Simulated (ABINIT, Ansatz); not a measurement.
**H6PbCNCl3 (Pm): bands and cutoff in G0W0 with ABINIT**

Wanted: a converged G0W0 gap of H6PbCNCl3 (Pm), or an estimate of the limit.

Calculated with ABINIT 10.8.3; PBEsol and many-body steps on it, plane waves.

### Step 1. The starting structure

Symmetry: Pm, No. 6, monoclinic system. Conventional cell: a = 5.753 Å, b = 5.765 Å, c = 5.855 Å, α = 90.00°, β = 90.03°, γ = 90.00°. Nearest to H lie 1 C at 1.09 Å. H has 1 N at 1.04 Å nearest. Nearest to H lie 1 N at 1.04 Å. Nearest to Pb lie 6 Cl at 2.88 to 2.99 Å. Nearest to C lie 3 H at 1.09 Å and 1 N at 1.49 Å. Farther neighbours and most contacts between anions are not listed.

Coordinates:

```cif
data_structure
_symmetry_space_group_name_H-M 'P 1'
_symmetry_Int_Tables_number 1
_cell_length_a 5.7528
_cell_length_b 5.7647
_cell_length_c 5.8552
_cell_angle_alpha 90.000
_cell_angle_beta 90.025
_cell_angle_gamma 90.000
_cell_volume 194.18
loop_
_atom_site_label
_atom_site_type_symbol
_atom_site_fract_x
_atom_site_fract_y
_atom_site_fract_z
_atom_site_occupancy
H1 H 0.87948 0.50000 0.79042 1
H2 H 0.81325 0.34407 0.04739 1
H3 H 0.81325 0.65593 0.04739 1
H4 H 0.22966 0.35432 0.97854 1
H5 H 0.22966 0.64568 0.97854 1
H6 H 0.17096 0.50000 0.21641 1
Pb7 Pb 0.47399 0.00000 0.48387 1
C8 C 0.89427 0.50000 0.97685 1
N9 N 0.14493 0.50000 0.04073 1
Cl10 Cl 0.42789 0.00000 0.97556 1
Cl11 Cl 0.42919 0.50000 0.52004 1
Cl12 Cl 0.97183 0.00000 0.43966 1
```

The cell and positions are those that the Materials Project relaxed with its own functionals (PBE, PBE+U or r2SCAN), kept fixed. Spin-orbit coupling is left out unless a step names it.

### Step 2. Empty states on the mesh, 2×2×2 mesh, 404 bands

This step: ABINIT 10.8.3; DFT, PBEsol, plane waves, norm-conserving pseudopotentials.

The sums over transitions need many empty states on a uniform mesh; this step solves for them.

The input, run.abi:

```
acell 3*1.0 Angstrom
rprim 
  5.752832000000 0.000000000000 0.000000000000
  0.000000000000 5.764671000000 0.000000000000
  -0.002604000000 0.000000000000 5.855201000000
ntypat 5
znucl 1 82 6 7 17
natom 12
typat 1 1 1 1 1 1 2 3 4 5 5 5
xred 
  0.879476000000 0.500000000000 0.790423000000
  0.813252000000 0.344072000000 0.047387000000
  0.813252000000 0.655928000000 0.047387000000
  0.229661000000 0.354316000000 0.978538000000
  0.229661000000 0.645684000000 0.978538000000
  0.170957000000 0.500000000000 0.216412000000
  0.473988000000 0.000000000000 0.483874000000
  0.894268000000 0.500000000000 0.976848000000
  0.144932000000 0.500000000000 0.040731000000
  0.427891000000 0.000000000000 0.975558000000
  0.429192000000 0.500000000000 0.520036000000
  0.971826000000 0.000000000000 0.439660000000
pp_dirpath "pseudos"
pseudos "H.upf, Pb.upf, C.upf, N.upf, Cl.upf"
ecut 37
ngkpt 2 2 2
nshiftk 1
shiftk 0 0 0
kptopt 1
chksymbreak 0
iscf -2
irdden 1
istwfk *1
nband 404
nbdbuf 36
tolwfr 1e-09
nstep 60
prtvol 0
indata_prefix "in"
outdata_prefix "out"
tmpdata_prefix "tmp"
```

On the command line:

```sh
OMP_NUM_THREADS=1 mpirun -n 4 abinit run.abi > log
```

Numbers of over 12 decimals in the logs are rounded to 6 here.

Output:

```text
.Version 10.8.3 of ABINIT. v10.8.2 released Aug 2026.

 Symmetries : space group Pm (#  6); Bravais mP (primitive monocl.)
[... echo of the input left out ...]
== DATASET  1 ==================================================================
-   mpi_nproc: 4, omp_nthreads: 1 (-1 if OMP is not activated)

--- !DatasetInfo
iteration_state: {dtset: 1, }
dimensions: {natom: 12, nkpt: 8, mband: 404, nsppol: 1, nspinor: 1, nspden: 1, mpw: 14134, }
cutoff_energies: {ecut:  37.0, pawecutdg:  -1.0, }
[...]
3.03404    3.03556    3.03803    3.04465    3.05003    3.05453    3.05991    3.06269
   3.06788    3.06955    3.07643    3.08717    3.09551    3.09618    3.10655    3.11035
   3.11655    3.12318    3.12558    3.13213
 prteigrs : prtvol=0 or 1, do not print more k-points.

== END DATASET(S) ==============================================================
================================================================================

 -outvars: echo values of variables after computation  --------
            nband         404
             nkpt           8
          spgroup           6
 [... the other variables as echoed above ...]

 Calculation completed.
```

Wall time 15 min (4 MPI ranks of Arm Neoverse V1, shared host); peak memory 1.2 GiB.

This step gave:

| Property | Result |
| --- | --- |
| gap | 2.463 eV |
| k of the valence top | 0.5, 0.5, 0.5 |
| k of the conduction bottom | 0.5, 0.5, 0.5 |
| least direct gap | 2.463 eV |
| k points computed | 8 |
| lowest point of the top converged band, above the valence top | 78.7982 eV |

On this mesh the gap is 2.463 eV.

The density comes from a self-consistent run that is not shown.

### Step 3. Screening, 2×2×2 mesh, 71 bands, screening to 59.9 eV

The RPA dielectric matrix is built and inverted for each q.

This step: RPA screening on PBEsol, plane waves, norm-conserving pseudopotentials.

run.abi, as its differences from that of step 2:

```diff
@@ -30,10 +30,11 @@
 chksymbreak 0
-iscf -2
-irdden 1
 istwfk *1
-nband 404
-nbdbuf 36
-tolwfr 1e-09
-nstep 60
-prtvol 0
+occopt 1
+irdwfk 1
+optdriver 3
+nband 71
+ecuteps 2.2
+inclvkb 2
+awtr 1
+symchi 1
 indata_prefix "in"
```

Output:

```text
.Version 10.8.3 of ABINIT. v10.8.2 released Aug 2026.

 Symmetries : space group Pm (#  6); Bravais mP (primitive monocl.)
[... echo of the input left out ...]
== DATASET  1 ==================================================================
-   mpi_nproc: 4, omp_nthreads: 1 (-1 if OMP is not activated)

--- !DatasetInfo
iteration_state: {dtset: 1, }
dimensions: {natom: 12, nkpt: 8, mband: 71, nsppol: 1, nspinor: 1, nspden: 1, mpw: 14134, }
cutoff_energies: {ecut:  37.0, pawecutdg:  -1.0, }
electrons: {nelect:   5.80000000E+01, charge:   0.00000000E+00, occopt:   1.00000000E+00, tsmear:   1.00000000E-02, }

 SCREENING: Calculation of the susceptibility and dielectric matrices

 Based on a program developped by R.W. Godby, V. Olevano, G. Onida, and L. Reining.
 Incorporated in ABINIT by V. Olevano, G.-M. Rignanese, and M. Torrent.
.Using double precision arithmetic ; gwpc =  8

[... cell and pseudopotentials left out ...]
--------------------------------------------------------------------------------

 ==== K-mesh for the wavefunctions ====
 Number of points in the irreducible wedge :     8
[... list of points left out ...]
 Together with  2 symmetry operations and time-reversal symmetry
 yields     8 points in the full Brillouin Zone.

 ==== Q-mesh for the screening function ====
 Number of points in the irreducible wedge :     8
[... list of points left out ...]
 Together with  2 symmetry operations and time-reversal symmetry
 yields     8 points in the full Brillouin Zone.

 setmesh: FFT mesh size selected  =    40x   40x   40
          total number of points  =        64000

 vcoul_init : cutoff-mode = AUXILIARY_FUNCTION
 q-points for optical limit:   1
     1)      0.000010    0.000020    0.000030

- screening: taking advantage of time-reversal symmetry
- Maximum band index for partially occupied states nbvw = 29
- Remaining bands to be divided among processors   nbcw = 42
- Number of bands treated by each node ~10

 Number of electrons calculated from density =   58.0000; Expected =   58.0000
 average of density, n =  0.044262
 r_s =    1.7537
 omega_plasma =   20.2942 [eV]

 calculating chi0 at frequencies [eV] :
  1    0.000000E+00    0.000000E+00
  2    0.000000E+00    2.029422E+01

--------------------------------------------------------------------------------
  q-point number  1        q = ( 0.000000, 0.000000, 0.000000) [r.l.u.]
--------------------------------------------------------------------------------
[... chi0 elements left out ...]
 For q-point:  0.000010 0.000020 0.000030
  dielectric constant =   4.8803
  dielectric constant without local fields =   5.5177

  Average fulfillment of the sum rule on Im[epsilon] for q-point    1 :     32.40  [%]
[... wings left out ...]
  q-point number  2        q = ( 0.500000, 0.000000, 0.000000) [r.l.u.]
--------------------------------------------------------------------------------
[... chi0 elements left out ...]
  Average fulfillment of the sum rule on Im[epsilon] for q-point    2 :     41.14  [%]

 [... 6 further q-points ...]
```

Wall time 59 s (4 MPI ranks); peak memory 2.5 GiB; 3.9 min of CPU time.

Numbers from this step:

* ε∞ with local fields, on this mesh, along the program's q direction: 4.880
* the same without local fields: 5.518
* plasma frequency: 20.29 eV
* plane waves in the screening matrix: 203

Local fields lower ε∞ by 12 %. On a Γ-centred mesh this coarse the value itself is usually too large, while a short band sum pulls it down.

### Step 4. 71 bands, 59.9 eV

The self-energy is evaluated for the states that the input lists, and the levels follow from it, in one-shot runs by the linearised quasiparticle equation.

This step: G0W0 on PBEsol, plane waves, norm-conserving pseudopotentials.

run.abi, as its differences from that of step 3:

```diff
@@ -33,8 +33,17 @@
 irdwfk 1
-optdriver 3
+optdriver 4
 nband 71
+gwcalctyp 0
+ecutsigx 37
+symsigma 1
+nkptgw 2
+kptgw 
+  0.5000000000 0.5000000000 0.5000000000
+  0.0000000000 0.0000000000 0.0000000000
+bdgw 
+  28 31
+  28 31
 ecuteps 2.2
-inclvkb 2
-awtr 1
-symchi 1
+irdscr 1
+ppmodel 1
 indata_prefix "in"
```

Output:

```text
.Version 10.8.3 of ABINIT. v10.8.2 released Aug 2026.

 Symmetries : space group Pm (#  6); Bravais mP (primitive monocl.)
[... echo of the input left out ...]
== DATASET  1 ==================================================================
-   mpi_nproc: 4, omp_nthreads: 1 (-1 if OMP is not activated)

--- !DatasetInfo
iteration_state: {dtset: 1, }
dimensions: {natom: 12, nkpt: 8, mband: 71, nsppol: 1, nspinor: 1, nspden: 1, mpw: 14134, }
cutoff_energies: {ecut:  37.0, pawecutdg:  -1.0, }
electrons: {nelect:   5.80000000E+01, charge:   0.00000000E+00, occopt:   1.00000000E+00, tsmear:   1.00000000E-02, }

 SIGMA: Calculation of the GW corrections

 Based on a program developped by R.W. Godby, V. Olevano, G. Onida, and L. Reining.
 Incorporated in ABINIT by V. Olevano, G.-M. Rignanese, and M. Torrent.
.Using double precision arithmetic ; gwpc =  8

[... cell and pseudopotentials left out ...]
--------------------------------------------------------------------------------

 ==== K-mesh for the wavefunctions ====
 Number of points in the irreducible wedge :     8
[... list of points left out ...]
 Together with  2 symmetry operations and time-reversal symmetry
 yields     8 points in the full Brillouin Zone.

 ==== Q-mesh for screening function ====
 Number of points in the irreducible wedge :     8
[... list of points left out ...]
 Together with  2 symmetry operations and time-reversal symmetry
 yields     8 points in the full Brillouin Zone.

 vcoul_init : cutoff-mode = AUXILIARY_FUNCTION
 q-points for optical limit:   1
     1)      0.000010    0.000020    0.000030
 setmesh: FFT mesh size selected  =    60x   60x   64
          total number of points  =       230400

 Number of electrons calculated from density =   58.0000; Expected =   58.0000
 average of density, n =  0.044262
 r_s =    1.7537
 omega_plasma =   20.2942 [eV]

 === KS Band Gaps ===
  >>>> For spin  1
   Minimum direct gap =   2.4631 [eV], located at k-point      :   0.5000  0.5000  0.5000
   Fundamental gap    =   2.4631 [eV], Top of valence bands at :   0.5000  0.5000  0.5000
                                       Bottom of conduction at :   0.5000  0.5000  0.5000
 SIGMA fundamental parameters:
 PLASMON POLE MODEL  1
 number of plane-waves for SigmaX                14083
 number of plane-waves for SigmaC and W            203
 number of plane-waves for wavefunctions         14083
 number of bands                                    71
 number of independent spin polarizations            1
 number of spinorial components                      1
 number of k-points in IBZ                           8
 number of q-points in IBZ                           8
 number of symmetry operations                       2
 number of k-points in BZ                            8
 number of q-points in BZ                            8
 number of frequencies for dSigma/dE                 9
 frequency step for dSigma/dE [eV]                0.25
 number of omega for Sigma on real axis              0
 max omega for Sigma on real axis  [eV]           0.00
 zcut for avoiding poles [eV]                     0.10

 EPSILON^-1 parameters (SCR file):
 dimension of the eps^-1 matrix on file            203
 dimension of the eps^-1 matrix used               203
 number of plane-waves for wavefunctions         14083
 number of bands                                    71
 number of q-points in IBZ                           8
 number of frequencies                               2
 number of real frequencies                          1
 number of imag frequencies                          1

 matrix elements of self-energy operator (all in [eV])

 Perturbative Calculation

--- !SelfEnergy_ee
iteration_state: {dtset: 1, }
kpoint     : [   0.500,    0.500,    0.500, ]
spin       : 1
KS_gap     :    2.463
QP_gap     :    4.073
Delta_QP_KS:    1.610
data: !SigmaeeData |
     Band     E0 <VxcDFT>   SigX SigC(E0)      Z dSigC/dE  Sig(E)    E-E0       E
       28  -0.548 -13.932 -18.306   3.543   0.777  -0.288 -14.578  -0.645  -1.194
       29   0.627 -15.051 -17.601   2.550   0.803  -0.245 -15.051   0.001   0.628
       30   3.091 -10.596  -6.392  -2.266   0.831  -0.204  -8.986   1.610   4.701
       31   3.113 -10.532  -6.307  -2.284   0.832  -0.202  -8.917   1.614   4.728

--- !SelfEnergy_ee
iteration_state: {dtset: 1, }
kpoint     : [   0.000,    0.000,    0.000, ]
spin       : 1
KS_gap     :    5.799
QP_gap     :    7.597
Delta_QP_KS:    1.798
data: !SigmaeeData |
     Band     E0 <VxcDFT>   SigX SigC(E0)      Z dSigC/dE  Sig(E)    E-E0       E
       28  -0.725 -13.651 -18.066   3.548   0.774  -0.292 -14.322  -0.671  -1.396
       29  -0.698 -13.665 -18.067   3.548   0.774  -0.292 -14.326  -0.662  -1.360
       30   5.101  -7.648  -3.631  -2.680   0.849  -0.178  -6.512   1.136   6.237
       31   6.045 -11.497  -6.923  -2.402   0.815  -0.228  -9.728   1.769   7.814

== END DATASET(S) ==============================================================
================================================================================

 -outvars: echo values of variables after computation  --------
           etotal      0.0000000000E+00
            nband          71
             nkpt           8
          spgroup           6
 [... the other variables as echoed above ...]

 Calculation completed.
```

Run time: 9.4 s. Hardware: 4 MPI ranks; peak memory 1.6 GiB.

This step gave:

```yaml
g0w0_gap_on_the_points_computed: 4.073 eV
starting_gap_on_the_mesh: 2.463 eV
k_of_the_valence_top: 0.5, 0.5, 0.5
k_of_the_conduction_bottom: 0.5, 0.5, 0.5
z_at_the_valence_top: 0.803
z_at_the_conduction_bottom: 0.831
least_direct_g0w0_gap_on_the_computed_points: 4.073 eV
```

The gap on the mesh goes from 2.46 eV to 4.07 eV, a correction of +1.61 eV.

### Step 5. Screening, 2×2×2 mesh, 167 bands, screening to 114.3 eV

This step: RPA screening on PBEsol, plane waves, norm-conserving pseudopotentials.

run.abi, as its differences from that of step 4:

```diff
@@ -33,17 +33,8 @@
 irdwfk 1
-optdriver 4
-nband 71
-gwcalctyp 0
-ecutsigx 37
-symsigma 1
-nkptgw 2
-kptgw 
-  0.5000000000 0.5000000000 0.5000000000
-  0.0000000000 0.0000000000 0.0000000000
-bdgw 
-  28 31
-  28 31
-ecuteps 2.2
-irdscr 1
-ppmodel 1
+optdriver 3
+nband 167
+ecuteps 4.2
+inclvkb 2
+awtr 1
+symchi 1
 indata_prefix "in"
```

Output:

```text
.Version 10.8.3 of ABINIT. v10.8.2 released Aug 2026.

 Symmetries : space group Pm (#  6); Bravais mP (primitive monocl.)
[... echo of the input left out ...]
== DATASET  1 ==================================================================
-   mpi_nproc: 4, omp_nthreads: 1 (-1 if OMP is not activated)

--- !DatasetInfo
iteration_state: {dtset: 1, }
dimensions: {natom: 12, nkpt: 8, mband: 167, nsppol: 1, nspinor: 1, nspden: 1, mpw: 14134, }
cutoff_energies: {ecut:  37.0, pawecutdg:  -1.0, }
electrons: {nelect:   5.80000000E+01, charge:   0.00000000E+00, occopt:   1.00000000E+00, tsmear:   1.00000000E-02, }

 SCREENING: Calculation of the susceptibility and dielectric matrices

 Based on a program developped by R.W. Godby, V. Olevano, G. Onida, and L. Reining.
 Incorporated in ABINIT by V. Olevano, G.-M. Rignanese, and M. Torrent.
.Using double precision arithmetic ; gwpc =  8

[... cell and pseudopotentials left out ...]
--------------------------------------------------------------------------------

 ==== K-mesh for the wavefunctions ====
 Number of points in the irreducible wedge :     8
[... list of points left out ...]
 Together with  2 symmetry operations and time-reversal symmetry
 yields     8 points in the full Brillouin Zone.

 ==== Q-mesh for the screening function ====
 Number of points in the irreducible wedge :     8
[... list of points left out ...]
 Together with  2 symmetry operations and time-reversal symmetry
 yields     8 points in the full Brillouin Zone.

 setmesh: FFT mesh size selected  =    40x   40x   45
          total number of points  =        72000

 vcoul_init : cutoff-mode = AUXILIARY_FUNCTION
 q-points for optical limit:   1
     1)      0.000010    0.000020    0.000030

- screening: taking advantage of time-reversal symmetry
- Maximum band index for partially occupied states nbvw = 29
- Remaining bands to be divided among processors   nbcw = 138
- Number of bands treated by each node ~34

 Number of electrons calculated from density =   58.0000; Expected =   58.0000
 average of density, n =  0.044262
 r_s =    1.7537
 omega_plasma =   20.2942 [eV]

 calculating chi0 at frequencies [eV] :
  1    0.000000E+00    0.000000E+00
  2    0.000000E+00    2.029422E+01

--------------------------------------------------------------------------------
  q-point number  1        q = ( 0.000000, 0.000000, 0.000000) [r.l.u.]
--------------------------------------------------------------------------------
[... chi0 elements left out ...]
 For q-point:  0.000010 0.000020 0.000030
  dielectric constant =   4.8738
  dielectric constant without local fields =   5.5886

  Average fulfillment of the sum rule on Im[epsilon] for q-point    1 :     60.50  [%]
[... wings left out ...]
  q-point number  2        q = ( 0.500000, 0.000000, 0.000000) [r.l.u.]
--------------------------------------------------------------------------------
[... chi0 elements left out ...]
  Average fulfillment of the sum rule on Im[epsilon] for q-point    2 :     66.87  [%]

 [... 6 further q-points ...]
```

Run time: 3.6 min. Hardware: 4 MPI ranks; peak memory 3.6 GiB.

Numbers from this step:

- ε∞ with local fields, on this mesh, along the program's q direction: 4.874
- the same without local fields: 5.589
- plasma frequency: 20.29 eV
- plane waves in the screening matrix: 523

[end of part 1 of 2]

[Paths, hosts, dates, memory and timing lines, banners, echoed tables and standing remarks are left out of the program output.]

[Logs are printed without paths, hosts, clocks, repeated set-up lines and the standing remarks that a program may print on its own settings, such as how far it seeks lower states.]

[Runs of the session that timed out or met a known fault of the program may be left out.]

[Hosts, paths, dates, database ids (printed as entryN), source tags and the programs' standing remarks are cut or masked in the printed files.]

[G0W0 gaps are taken among the corrected bands and points alone; a level outside them can change the order at an edge.]

[Where Ansatz stands beside ABINIT at settings called matched, ABINIT's density can come from a denser mesh and the files from another edition; pairs whose starting gaps differed by over 0.03 eV were left out, so agreement reads better than it is.]
